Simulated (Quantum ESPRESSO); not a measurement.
# Co2Ge: which magnetic order is lowest

Aim: find out which collinear order of Co2Ge costs least.

Main program and level: Quantum ESPRESSO 7.5; LDA; plane waves with GBRV 1.5 LDA potentials, no spin-orbit coupling.

This is a report of a sequence of runs, with most program output left out.

### 1. Starting point

The structure is orthorhombic, space group Pnma (No. 62). The conventional cell has a = 5.020 Å, b = 3.820 Å, c = 7.260 Å, α = 90.00°, β = 90.00°, γ = 90.00°. Co has 5 Ge at 2.35 to 2.68 Å and 5 Co at 2.55 to 2.68 Å nearest. Nearest to Co lie 5 Ge at 2.42 to 2.62 Å and 7 Co at 2.54 to 2.68 Å. Nearest to Ge lie 9 Co at 2.35 to 2.62 Å. Farther neighbours are not listed.

Structure file:

```cif
data_structure
_symmetry_space_group_name_H-M 'Pnma'
_symmetry_Int_Tables_number 62
_cell_length_a 5.0200
_cell_length_b 3.8200
_cell_length_c 7.2600
_cell_angle_alpha 90.000
_cell_angle_beta 90.000
_cell_angle_gamma 90.000
_cell_volume 139.22
loop_
_atom_site_label
_atom_site_type_symbol
_atom_site_symmetry_multiplicity
_atom_site_Wyckoff_symbol
_atom_site_fract_x
_atom_site_fract_y
_atom_site_fract_z
_atom_site_occupancy
Co1 Co 4 c 0.32576 0.25000 0.93750 1
Co2 Co 4 c 0.96247 0.25000 0.22356 1
Ge1 Ge 4 c 0.29635 0.25000 0.60505 1
```

The cell comes from Materials Project 2023-11-01, a database of computed structures, and need not be the stable phase.

### 2. Start 1: ferro ++++++++

The signs are those of the starting moments on the seeded atoms, the atoms that are given a moment.

pw.in

```
&CONTROL
  calculation = 'scf'
  prefix = 'pwscf'
  outdir = './tmp'
  pseudo_dir = './pseudo'
  disk_io = 'nowf'
/
&SYSTEM
  ibrav = 0
  celldm(1) = 8
  nat = 12
  ntyp = 2
  ecutwfc = 40
  ecutrho = 280
  nbnd = 124
  occupations = 'smearing'
  smearing = 'fd'
  degauss = 0.00734986
  nspin = 2
  starting_magnetization(1) = 0.1176
  starting_magnetization(2) = 0
/
&ELECTRONS
  conv_thr = 2.4d-08
  electron_maxstep = 150
  mixing_beta = 0.3
/
ATOMIC_SPECIES
Co     58.9332 co_lda_v1.2.uspp.F.UPF
Ge     72.6300 ge_lda_v1.4.uspp.F.UPF
CELL_PARAMETERS alat
   1.1858031432027    0.0000000000000    0.0000000000000
   0.0000000000000    0.9023442245088    0.0000000000000
   0.0000000000000    0.0000000000000    1.7149264580979
ATOMIC_POSITIONS crystal
Co      0.3257579700    0.2500000000    0.9375048800
Co      0.8257579700    0.2500000000    0.5624951200
Co      0.6742420300    0.7500000000    0.0624951200
Co      0.1742420300    0.7500000000    0.4375048800
Co      0.9624690100    0.2500000000    0.2235608800
Co      0.4624690100    0.2500000000    0.2764391200
Co      0.0375309900    0.7500000000    0.7764391200
Co      0.5375309900    0.7500000000    0.7235608800
Ge      0.2963479300    0.2500000000    0.6050455400
Ge      0.7963479300    0.2500000000    0.8949544600
Ge      0.7036520700    0.7500000000    0.3949544600
Ge      0.2036520700    0.7500000000    0.1050455400
K_POINTS automatic
6 8 4 0 0 0
```

The run is started by

```sh
OMP_NUM_THREADS=1 mpirun -n 8 pw.x -nk 8 -in pw.in > pw.out
```

The job ended after 11 min (8 MPI ranks of Arm Neoverse N1, shared host; peak memory 2.1 GiB; 87 min of CPU time).

Spin moment in the atom's sphere by atom:

| atom | spin moment in the atom's sphere (μB) |
| --- | --- |
| Co1 | 0.370 |
| Co2 | 0.370 |
| Co3 | 0.370 |
| Co4 | 0.370 |
| Co5 | 0.599 |
| Co6 | 0.599 |
| Co7 | 0.599 |
| Co8 | 0.599 |
| Ge9 | -0.023 |
| Ge10 | -0.023 |
| Ge11 | -0.023 |
| Ge12 | -0.023 |

Read from the output:

```
smearing term TS       : 0.4440 eV
magnetization          : 3.607 μB
absolute magnetization : 4.209 μB
final state            : ferromagnetic
```

### 3. Run 2 (antiferro +−−++−−+)

pw.in

```
&CONTROL
  calculation = 'scf'
  prefix = 'pwscf'
  outdir = './tmp'
  pseudo_dir = './pseudo'
  disk_io = 'nowf'
/
&SYSTEM
  ibrav = 0
  celldm(1) = 8
  nat = 12
  ntyp = 3
  ecutwfc = 40
  ecutrho = 280
  nbnd = 116
  occupations = 'smearing'
  smearing = 'fd'
  degauss = 0.00734986
  nspin = 2
  starting_magnetization(1) = 0.1176
  starting_magnetization(2) = -0.1176
  starting_magnetization(3) = 0
/
&ELECTRONS
  conv_thr = 2.4d-08
  electron_maxstep = 150
  mixing_beta = 0.3
/
ATOMIC_SPECIES
Co1    58.9332 co_lda_v1.2.uspp.F.UPF
Co2    58.9332 co_lda_v1.2.uspp.F.UPF
Ge     72.6300 ge_lda_v1.4.uspp.F.UPF
CELL_PARAMETERS alat
   1.1858031432027    0.0000000000000    0.0000000000000
   0.0000000000000    0.9023442245088    0.0000000000000
   0.0000000000000    0.0000000000000    1.7149264580979
ATOMIC_POSITIONS crystal
Co1     0.3257579700    0.2500000000    0.9375048800
Co2     0.8257579700    0.2500000000    0.5624951200
Co2     0.6742420300    0.7500000000    0.0624951200
Co1     0.1742420300    0.7500000000    0.4375048800
Co1     0.9624690100    0.2500000000    0.2235608800
Co2     0.4624690100    0.2500000000    0.2764391200
Co2     0.0375309900    0.7500000000    0.7764391200
Co1     0.5375309900    0.7500000000    0.7235608800
Ge      0.2963479300    0.2500000000    0.6050455400
Ge      0.7963479300    0.2500000000    0.8949544600
Ge      0.7036520700    0.7500000000    0.3949544600
Ge      0.2036520700    0.7500000000    0.1050455400
K_POINTS automatic
6 8 4 0 0 0
```

It took 15 min on 8 MPI ranks; peak memory 2 GiB.

Spin moment in the atom's sphere by atom:

| atom | spin moment in the atom's sphere (μB) |
| --- | --- |
| Co1 | -0.0006 |
| Co2 | 0.0001 |
| Co3 | 0.0001 |
| Co4 | -0.0006 |
| Co5 | -0.0002 |
| Co6 | -0.0016 |
| Co7 | -0.0016 |
| Co8 | -0.0002 |
| Ge9 | 0.0000 |
| Ge10 | 0.0000 |
| Ge11 | 0.0000 |
| Ge12 | 0.0000 |

Numbers from this step:

| Property | Result |
| --- | --- |
| smearing term TS | 0.4898 eV |
| magnetization | 0 μB |
| absolute magnetization | 0.005 μB |
| final state | non-magnetic |

### 4. Run 3, typed as antiferro +−−−+−++

pw.in, as its differences from that of step 3:

```diff
@@ -40,6 +40,6 @@
 Co2     0.6742420300    0.7500000000    0.0624951200
-Co1     0.1742420300    0.7500000000    0.4375048800
+Co2     0.1742420300    0.7500000000    0.4375048800
 Co1     0.9624690100    0.2500000000    0.2235608800
 Co2     0.4624690100    0.2500000000    0.2764391200
-Co2     0.0375309900    0.7500000000    0.7764391200
+Co1     0.0375309900    0.7500000000    0.7764391200
 Co1     0.5375309900    0.7500000000    0.7235608800
```

Elapsed: 71 min, on 8 MPI ranks; peak memory 2.2 GiB.

Residual by cycle:

cycle, log10 residual and a bar from the least value:
```
        1        2.8 ##############################
       15        0.1 ##################
       28       -2.2 ########
       42       -2.8 #####
       55       -2.9 ####
       69       -2.8 #####
       82       -3.0 ####
       96       -3.7 #
      109       -3.8 
      123       -3.8 
      136       -3.8 
      150       -3.9
```

The run stopped without converging, so none of its numbers is a property of the system.

After 150 cycles the residual stands at 1.4e-4, against 5.3e-4 at cycle 76 and a least value of 7.9e-5. The cap of 150 cycles in the input ended the loop.

### 5. Energies of the orders

An order is kept where moments of 0.15 μB or more survive with the typed signs; meshes match where a doubled cell samples the same k points as the first cell.

Orders:

| start | final state | typed order kept | energy over the lowest (meV a seeded atom) | largest site moment (μB) | net moment (μB a cell of the first run) | mesh matched | CPU time (s) |
| --- | --- | --- | --- | --- | --- | --- | --- |
| ferro ++++++++ | ferromagnetic | yes | 0 | 0.5988 | 3.607 | yes | 5237 |
| antiferro +--++--+ | non-magnetic | no | 3.085 | 0.001616 | 0.004305 | yes | 7380 |

### 6. Summary of results

* lowest state found: ferromagnetic (from ferro ++++++++)
* largest site moment: 0.599 μB
* state without moments: 3.08 meV a seeded atom higher

At this level spin polarisation gains little. 1 start lost its moments. Only these 2 starts were compared; other wavevectors, canted and longer-period orders were not. 1 further start did not converge. Energies are free energies at an electronic temperature of 1160 K, which lowers moments and differences where the moments are itinerant.

[Logs and program files are shortened in this print: banners, set-up blocks, solver, clock and traceback lines can be left out without a mark of their own.]

[Logs are printed without paths, hosts, clocks, repeated set-up lines and the standing remarks that a program may print on its own settings, such as how far it seeks lower states.]

[Hosts, paths, dates, database ids (printed as entryN), source tags and the programs' standing remarks are cut or masked in the printed files.]

[Where a cell is said to come from a database of computed structures, the database is the Materials Project.]
